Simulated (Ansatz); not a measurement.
# Reading EPR parameters

A crystal has the composition MgMF6, where M is a 3d element. A calculation (PBE+U, spin-orbit coupling in second variation, Ansatz) gives:

| Item | Value |
| --- | --- |
| S | 1 |
| g | ⊥ 1.8625, ∥ 1.9752 |
| D, with anisotropic exchange | +15.5 cm⁻¹ (+466 GHz) |
| moment in its sphere | 1.68 μB |

**Question.** Which ion is it, and why?

The crystal is MgCrF6, space group R-3. The spin sits on Cr, with 6 F at 1.85 Å round it. With the usual charges of the other elements M must be +4. The high-spin ion of that charge with S = 1 in this row is Cr⁴⁺ d². Low-spin ions are left aside. The shift is negative: in a shell less than half full the orbital moment opposes the spin.

[Hosts, paths, dates, database ids (printed as entryN), source tags and the programs' standing remarks are cut or masked in the printed files.]
